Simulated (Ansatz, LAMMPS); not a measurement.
# Structural relaxation of glassy 46SiO2-16Al2O3-16BaO-16Li2O-5Sc2O3 (mol %) (121 atoms), part 2 of 3

Wanted: the relaxed structure of glassy 46SiO2-16Al2O3-16BaO-16Li2O-5Sc2O3 (mol %) (121 atoms) and its electronic structure.

Ansatz 0.2.0; Kohn-Sham DFT, PBE, PAW (set soft_2), plane waves.

The cell: 17 Si, 12 Al, 6 Ba, 12 Li, 4 Sc and 70 O. The quench rate of 30 K/ps far exceeds what a furnace or splat quench reaches. The network of bonds at the start is that of the classical potential that made the cell. The Brillouin zone is sampled at Γ only, in a cell whose shortest periodic width is 12 Å. No spin–orbit coupling is included.

So far. Step 3 (Single point at the start): The r.m.s. force component of 0.84 eV/Å and the pressure of 6.1 GPa set the starting point.

## Step 4: Relaxation

The atoms are relaxed in the fixed cell, aiming at the force tolerance of the input.

Contents of input.yaml:

```yaml
crystal:
  lattice:
    - [11.57411, 0.0, 0.0]
    - [0.0, 11.57411, 0.0]
    - [0.0, 0.0, 11.57411]
  atoms:
    [... the 121 atom lines of step 3 ...]
kpoints:
  mp_grid: { grid: [1, 1, 1] }
hamiltonian:
  xc: pbe
scf:
  occupations: { method: fermi_dirac, width: 0.025 }
output:
  forces: true
relax:
  f_tol: 0.03
  max_steps: 200
```

Run with:

```sh
$ ansatz run input.yaml --threads 4 --pin off --max-ram 8192MiB --backend cpu --events-out ev --progress --plain --runs-dir out
```

Numbers of over 12 decimals in the logs are rounded to 6 here.

Log:

```text
[...]
Crystal: 121 atoms, lattice volume = 1550.468 Å³
Basis set: ecut = 420 eV, 30551 PW (Γ), exchange–correlation on 160×160×160 points (8 copies of the dense FFT grid, shifted against one another)
Bands: 453, of which v1, the nominal top of the filled ones, is band 332 counted from 1 (331 counted from 0)
Symmetry: 1 space group operations
[...]
k-points: 1
[...]
SCF iter   1: F=—  HF=-103834.293323 eV  |F-HF|=—  |Δ(HF+E_count)|=         —  Δρ=2.00e-3  dr2=7.35e-2  ethr=1.77e-3  ⟨swp⟩=6.0  Hψ=2003  notcnv=0  defer=91
[...]
SCF iter   7: F=-103834.296833 eV  HF=-103834.296833 eV  |F-HF|=3.21e-7  |Δ(HF+E_count)|=   1.06e-6  Δρ=1.74e-5  dr2=4.63e-6  ethr=3.39e-9  ⟨swp⟩=4.0  Hψ=1122  notcnv=0
SCF 1 converged in 7 iterations: F = -103834.296833 eV  dr2 = 4.63e-6
[...]
relax step   1: F+E_penalty+E_count = -103834.29683279 eV  Δ(F+E_penalty+E_count) = +0.000e0 eV  max|allowed force component| = 2.637e0 eV/Å  Δτ_max = 0.0000 Å  (7 SCF iters, dr2 threshold 2.25e-5 eV, accepted)
[...]
relax step   2: F+E_penalty+E_count = -103837.19881888 eV  Δ(F+E_penalty+E_count) = -2.902e0 eV  max|allowed force component| = 1.296e0 eV/Å  Δτ_max = 0.1997 Å  (6 SCF iters, dr2 threshold 1.00e-4 eV, accepted)
[...]
relax step   3: F+E_penalty+E_count = -103838.71926976 eV  Δ(F+E_penalty+E_count) = -1.520e0 eV  max|allowed force component| = 6.214e-1 eV/Å  Δτ_max = 0.1949 Å  (7 SCF iters, dr2 threshold 1.00e-4 eV, accepted)
relax step   4: F+E_penalty+E_count = -103839.15644204 eV  Δ(F+E_penalty+E_count) = -4.372e-1 eV  max|allowed force component| = 5.922e-1 eV/Å  Δτ_max = 0.2000 Å  (7 SCF iters, dr2 threshold 8.87e-5 eV, accepted)
relax step   5: F+E_penalty+E_count = -103839.28623379 eV  Δ(F+E_penalty+E_count) = -1.298e-1 eV  max|allowed force component| = 3.696e-1 eV/Å  Δτ_max = 0.0764 Å  (6 SCF iters, dr2 threshold 8.06e-5 eV, accepted)
relax step   6: F+E_penalty+E_count = -103839.39137101 eV  Δ(F+E_penalty+E_count) = -1.051e-1 eV  max|allowed force component| = 5.537e-1 eV/Å  Δτ_max = 0.2000 Å  (7 SCF iters, dr2 threshold 5.32e-5 eV, accepted)
relax step   7: F+E_penalty+E_count = -103839.45493324 eV  Δ(F+E_penalty+E_count) = -6.356e-2 eV  max|allowed force component| = 2.014e-1 eV/Å  Δτ_max = 0.0614 Å  (5 SCF iters, dr2 threshold 1.00e-4 eV, accepted)
relax step   8: F+E_penalty+E_count = -103839.56410192 eV  Δ(F+E_penalty+E_count) = -1.092e-1 eV  max|allowed force component| = 2.940e-1 eV/Å  Δτ_max = 0.2000 Å  (8 SCF iters, dr2 threshold 5.37e-6 eV, accepted)
relax step   9: F+E_penalty+E_count = -103839.59284396 eV  Δ(F+E_penalty+E_count) = -2.874e-2 eV  max|allowed force component| = 5.558e-1 eV/Å  Δτ_max = 0.1940 Å  (7 SCF iters, dr2 threshold 1.14e-5 eV, accepted)
relax step  10: F+E_penalty+E_count = -103839.61596347 eV  Δ(F+E_penalty+E_count) = -2.312e-2 eV  max|allowed force component| = 3.257e-1 eV/Å  Δτ_max = 0.2000 Å  (7 SCF iters, dr2 threshold 1.00e-4 eV, accepted)
relax step  11: F+E_penalty+E_count = -103839.68082389 eV  Δ(F+E_penalty+E_count) = -6.486e-2 eV  max|allowed force component| = 2.384e-1 eV/Å  Δτ_max = 0.1025 Å  (6 SCF iters, dr2 threshold 3.64e-5 eV, accepted)
relax step  12: F+E_penalty+E_count = -103839.60957684 eV  Δ(F+E_penalty+E_count) = +7.125e-2 eV  max|allowed force component| = 3.786e-1 eV/Å  Δτ_max = 0.2000 Å  (8 SCF iters, dr2 threshold 1.95e-5 eV, rejected (line search))
relax step  13: F+E_penalty+E_count = -103839.69894215 eV  Δ(F+E_penalty+E_count) = -1.812e-2 eV  max|allowed force component| = 1.581e-1 eV/Å  Δτ_max = 0.0707 Å  (10 SCF iters, accepted)
relax step  14: F+E_penalty+E_count = -103839.71786431 eV  Δ(F+E_penalty+E_count) = -1.892e-2 eV  max|allowed force component| = 8.843e-2 eV/Å  Δτ_max = 0.1000 Å  (7 SCF iters, dr2 threshold 1.10e-5 eV, accepted)
relax step  15: F+E_penalty+E_count = -103839.72078826 eV  Δ(F+E_penalty+E_count) = -2.924e-3 eV  max|allowed force component| = 1.306e-1 eV/Å  Δτ_max = 0.1500 Å  (8 SCF iters, dr2 threshold 2.45e-6 eV, accepted)
relax step  16: F+E_penalty+E_count = -103839.72875689 eV  Δ(F+E_penalty+E_count) = -7.969e-3 eV  max|allowed force component| = 6.458e-2 eV/Å  Δτ_max = 0.0461 Å  (6 SCF iters, dr2 threshold 5.33e-6 eV, accepted)
relax step  17: F+E_penalty+E_count = -103839.73628315 eV  Δ(F+E_penalty+E_count) = -7.526e-3 eV  max|allowed force component| = 1.022e-1 eV/Å  Δτ_max = 0.1607 Å  (8 SCF iters, dr2 threshold 1.02e-6 eV, accepted)
relax step  18: F+E_penalty+E_count = -103839.75655168 eV  Δ(F+E_penalty+E_count) = -2.027e-2 eV  max|allowed force component| = 1.019e-1 eV/Å  Δτ_max = 0.1987 Å  (8 SCF iters, dr2 threshold 2.55e-6 eV, accepted)
relax step  19: F+E_penalty+E_count = -103839.78593176 eV  Δ(F+E_penalty+E_count) = -2.938e-2 eV  max|allowed force component| = 1.722e-1 eV/Å  Δτ_max = 0.1946 Å  (7 SCF iters, dr2 threshold 1.03e-5 eV, accepted)
relax step  20: F+E_penalty+E_count = -103839.81616794 eV  Δ(F+E_penalty+E_count) = -3.024e-2 eV  max|allowed force component| = 1.430e-1 eV/Å  Δτ_max = 0.1924 Å  (6 SCF iters, dr2 threshold 2.95e-5 eV, accepted)
relax step  21: F+E_penalty+E_count = -103839.79798241 eV  Δ(F+E_penalty+E_count) = +1.819e-2 eV  max|allowed force component| = 3.767e-1 eV/Å  Δτ_max = 0.2000 Å  (7 SCF iters, dr2 threshold 1.41e-5 eV, rejected (line search))
relax step  22: F+E_penalty+E_count = -103839.84507866 eV  Δ(F+E_penalty+E_count) = -2.891e-2 eV  max|allowed force component| = 1.573e-1 eV/Å  Δτ_max = 0.0976 Å  (9 SCF iters, accepted)
relax step  23: F+E_penalty+E_count = -103839.83811675 eV  Δ(F+E_penalty+E_count) = +6.962e-3 eV  max|allowed force component| = 1.295e-1 eV/Å  Δτ_max = 0.1000 Å  (7 SCF iters, dr2 threshold 1.71e-5 eV, rejected (line search))
relax step  24: F+E_penalty+E_count = -103839.85671950 eV  Δ(F+E_penalty+E_count) = -1.164e-2 eV  max|allowed force component| = 7.314e-2 eV/Å  Δτ_max = 0.0486 Å  (9 SCF iters, accepted)
relax step  25: F+E_penalty+E_count = -103839.86157602 eV  Δ(F+E_penalty+E_count) = -4.857e-3 eV  max|allowed force component| = 4.795e-2 eV/Å  Δτ_max = 0.0500 Å  (7 SCF iters, dr2 threshold 1.16e-6 eV, accepted)
relax step  26: F+E_penalty+E_count = -103839.84325102 eV  Δ(F+E_penalty+E_count) = +1.832e-2 eV  max|allowed force component| = 1.119e-1 eV/Å  Δτ_max = 0.0750 Å  (9 SCF iters, rejected (line search))
[...]
relax step  27: F+E_penalty+E_count = -103839.86427522 eV  Δ(F+E_penalty+E_count) = -2.699e-3 eV  max|allowed force component| = 2.411e-2 eV/Å  Δτ_max = 0.0177 Å  (9 SCF iters, accepted)
SCF converged after 9 iterations
Free energy (F): -103839.864275 eV
[...]
Internal energy: -103839.864275 eV  (E = F + TS)
E sigma→0 (E₀):  -103839.864275 eV
Fermi energy:    6.724980 eV
[...]
--- Forces (eV/Å), atoms counted from 1 ---
  atom   1  Si    -0.00889716    -0.00082055     0.00947171
  atom   2  Si    -0.00778059     0.00458977     0.00625251
  atom   3  Si     0.00338203     0.00387822     0.00136675
  atom   4  Si    -0.01416203     0.00568127     0.00157791
  atom   5  Si     0.00986544     0.01262181    -0.00473396
  atom   6  Si     0.00443729    -0.00385288    -0.01321949
  atom   7  Si     0.00132465     0.00556385    -0.00373778
  atom   8  Si     0.00184827     0.01690975    -0.00828565
  atom   9  Si     0.02047342     0.00903157     0.00482011
  atom  10  Si    -0.00580806     0.00024143    -0.00973147
  atom  11  Si     0.00596503     0.00732034    -0.00450230
  atom  12  Si    -0.01131988    -0.00777978    -0.00290578
  atom  13  Si     0.00185945    -0.01109486    -0.00355796
  atom  14  Si     0.01607176     0.00679307    -0.00706967
[...]
atom 120  O     -0.00381304     0.00501805    -0.00383347
  atom 121  O     -0.00126279     0.00335438    -0.00549052
  max |Σ_I F_I| component: 9.04e-5 eV/Å
--- Relaxed structure (27 steps of the walk, 23 accepted, 0 SCFs on fresh bases) ---
  F+E_penalty+E_count = -103839.86427522 eV   max|allowed force component| = 2.411e-2 eV/Å
  atoms:
    - { symbol: Si, position: [0.720354, 0.874718, 0.449579] }
    - { symbol: Si, position: [0.516560, 0.632689, 0.973352] }
    - { symbol: Si, position: [0.359330, 0.946090, 0.530085] }
    - { symbol: Si, position: [0.069594, 0.776461, 0.636340] }
[...]
- { symbol: O, position: [0.180861, 0.786613, 0.912803] }
```

The job ended after 6.1 min (4 threads of Arm Neoverse V2, shared host; peak memory 2.3 GiB; 23 min of CPU time).

Relaxation path (22 of 27):

| step | energy less that of the first step (eV) | largest force component (eV/Å) |
| --- | --- | --- |
| 1 | 0.0000 | 2.6366 |
| 2 | -2.9020 | 1.2964 |
| 3 | -4.4224 | 0.6214 |
| 5 | -4.9894 | 0.3696 |
| 6 | -5.0945 | 0.5537 |
| 7 | -5.1581 | 0.2014 |
| 8 | -5.2673 | 0.2940 |
| 10 | -5.3191 | 0.3257 |
| 11 | -5.3840 | 0.2384 |
| 12 | -5.3127 | 0.3786 |
| 13 | -5.4021 | 0.1581 |
| 15 | -5.4240 | 0.1306 |
| 16 | -5.4319 | 0.0646 |
| 17 | -5.4395 | 0.1022 |
| 18 | -5.4597 | 0.1019 |
| 20 | -5.5193 | 0.1430 |
| 21 | -5.5011 | 0.3767 |
| 22 | -5.5482 | 0.1573 |
| 23 | -5.5413 | 0.1295 |
| 25 | -5.5647 | 0.0479 |
| 26 | -5.5464 | 0.1119 |
| 27 | -5.5674 | 0.0241 |

Relaxation steps 12, 21, 23, 26 were tried and not accepted.

The atoms that moved most (Å):

```
atom      dx      dy      dz  length
Li46   0.888  -0.543   0.423   1.124
Li45  -0.449   0.608  -0.689   1.023
 O89   0.068  -0.180  -0.576   0.607
O109   0.284   0.508  -0.133   0.597
O104  -0.041  -0.142  -0.561   0.581
 O65  -0.007  -0.339  -0.444   0.559
Li37   0.101  -0.509   0.185   0.551
 O59  -0.231   0.033  -0.405   0.468
```

The relaxation changed the energy by -46.0 meV/atom, and atoms moved by 0.28 Å r.m.s., 1.1 Å at most.

## Step 5: Local order after relaxation

Bonds before and after, by the cutoffs listed below:

```
pair  bonds before  bonds after  mean before (Å)  mean after (Å)  spread before (Å)  spread after (Å)
O-Si            68           68            1.607           1.642              0.032             0.026
O-Al            48           49            1.748           1.784              0.045             0.050
O-Ba            46           42            2.958           2.833              0.168             0.187
O-Sc            20           21            2.105           2.121              0.132             0.181
```

Density 3.22 g/cm³, 12.81 Å³ an atom.

Pair distribution functions g(r), in bins of 0.2 Å:

```csv
r (Å),total,O-O,O-Si,O-Al,O-Li,O-Ba,O-Sc
1.50,0.10,0.00,0.62,0.00,0.00,0.00,0.00
1.70,3.04,0.00,12.45,8.80,0.00,0.00,0.00
1.90,0.82,0.00,0.00,2.57,3.83,0.00,2.35
2.10,0.64,0.00,0.00,0.00,3.42,0.00,6.53
2.30,0.10,0.00,0.00,0.00,0.41,0.00,0.87
2.50,0.43,0.75,0.00,0.00,0.61,1.15,0.36
2.70,1.63,3.71,0.00,0.00,0.50,2.80,0.31
2.90,1.18,2.06,0.06,0.43,0.51,2.62,0.28
3.10,1.04,1.31,0.43,0.23,0.77,1.08,0.68
3.30,1.09,0.77,0.51,0.87,0.81,0.66,0.20
3.50,0.95,0.87,1.23,0.91,1.08,0.61,0.86
3.70,1.06,0.65,1.41,1.12,1.40,1.06,1.44
3.90,1.03,0.58,1.77,2.02,0.63,0.69,1.13
4.10,1.06,0.63,1.70,1.26,1.36,0.97,0.78
4.30,1.18,0.77,1.82,1.83,1.36,0.71,1.06
4.50,0.90,0.65,0.74,1.23,1.35,0.94,2.60
4.70,0.94,1.02,0.73,0.74,1.24,1.65,1.50
4.90,0.95,1.34,0.61,0.46,0.73,1.36,0.65
5.10,0.95,1.36,0.64,0.68,0.62,1.19,0.43
5.30,1.05,1.35,0.74,0.71,0.97,1.25,0.56
5.50,0.96,1.20,0.75,0.78,0.82,1.07,0.51
5.70,0.93,0.85,0.98,1.08,1.15,0.68,0.55
```

Bonds by pair of elements; cutoffs follow the first minimum of g(r), held within bounds set by covalent radii, and pairs that aren't listed don't count as bonded:

```
pair A-B  cutoff (Å)  bonds  mean length (Å)  spread (Å)  shortest (Å)  B about A  A about B
    O-Si        2.08     68             1.64       0.026          1.58      0.971          4
    O-Al        2.33     49             1.78        0.05          1.72        0.7       4.08
    O-Li        2.33     41             2.01       0.107          1.83      0.586       3.42
    O-Ba        3.29     42             2.83       0.187          2.46        0.6          7
    O-Sc        2.76     21             2.12       0.181          1.89        0.3       5.25
```

The cutoff for O-Li falls short of the minimum of g(r), so counts run low and odd coordinations can be artefacts.

How many atoms have how many bonded neighbours:

| element | mean | 2 | 3 | 4 | 5 | 6 | 7 | 8 |
| --- | --- | --- | --- | --- | --- | --- | --- | --- |
| Al | 4.08 | 0 | 0 | 11 | 1 | 0 | 0 | 0 |
| Ba | 7 | 0 | 0 | 0 | 0 | 1 | 4 | 1 |
| Li | 3.42 | 1 | 5 | 6 | 0 | 0 | 0 | 0 |
| O | 3.16 | 7 | 45 | 18 | 0 | 0 | 0 | 0 |
| Sc | 5.25 | 0 | 0 | 0 | 3 | 1 | 0 | 0 |
| Si | 4 | 0 | 0 | 17 | 0 | 0 | 0 | 0 |

Bond angles (no mean is given where the spread exceeds 20°):

```
 angle  count  mean (°)  spread (°)
O-Ba-O    127         -           -
O-Si-O    102       109         5.4
O-Al-O     76       109        12.7
O-Li-O     52         -           -
O-Sc-O     45         -           -
```

Oxygen atoms by the number of network formers (Si, P, Ge, B, Al, As, Ga) bound to them:

```
network formers bound to O  O atoms  per cent
                         0        1       1.4
                         1       22      31.4
                         2       46      65.7
                         3        1       1.4
```

Network units: each former by its oxygen neighbours and how many of them bridge to another former:

| former | O neighbours | bridging O | atoms |
| --- | --- | --- | --- |
| Si | 4 | 2 | 4 |
| Si | 4 | 3 | 10 |
| Si | 4 | 4 | 3 |
| Al | 4 | 3 | 3 |
| Al | 4 | 4 | 8 |
| Al | 5 | 4 | 1 |

Bond length by coordination (bonds to H left out):

```
element  coordination  atoms  mean bond length (Å)
     Al             4     11                  1.77
     Al             5      1                  1.88
     Ba             6      1                  2.89
     Ba             7      4                  2.81
     Ba             8      1                  2.88
     Li             2      1                  1.89
     Li             3      5                  1.97
     Li             4      6                  2.04
      O             2      7                  1.66
      O             3     45                  1.99
      O             4     18                  2.13
     Sc             5      3                  2.10
     Sc             6      1                  2.18
```

Rings of the network by King's shortest-path rule, up to 12 atoms, one path for each pair of neighbours; H, halogens, alkali and alkaline-earth atoms are left out, and the last column divides by all other atoms, bonded or not:

```csv
ring size (atoms),rings,per network atom
4,3,0.029
6,6,0.058
8,18,0.175
10,19,0.184
12,20,0.194
```

For some of the pairs, g(r) has its first main peak near 2.7 Å (O-O), 1.6 Å (O-Si), 1.8 Å (O-Al), 2.0 Å (O-Li), 2.8 Å (O-Ba) and 2.1 Å (O-Sc). Counting bonds to Si and Al alone, not to Sc, 66 % of the oxygens join two of these atoms and 31 % one; 1 % join three; 1 % join none. The commonest Si unit has 4 oxygens, 3 of them shared with other formers (10 of 17 atoms). Rings of 12 atoms are the most common (30 % of those counted); sizes run from 4 to 12, where the search stops.

[end of part 2 of 3]

[Logs are printed without paths, hosts, clocks, repeated set-up lines and the standing remarks that a program may print on its own settings, such as how far it seeks lower states.]

[Hosts, paths, dates, database ids (printed as entryN), source tags and the programs' standing remarks are cut or masked in the printed files.]
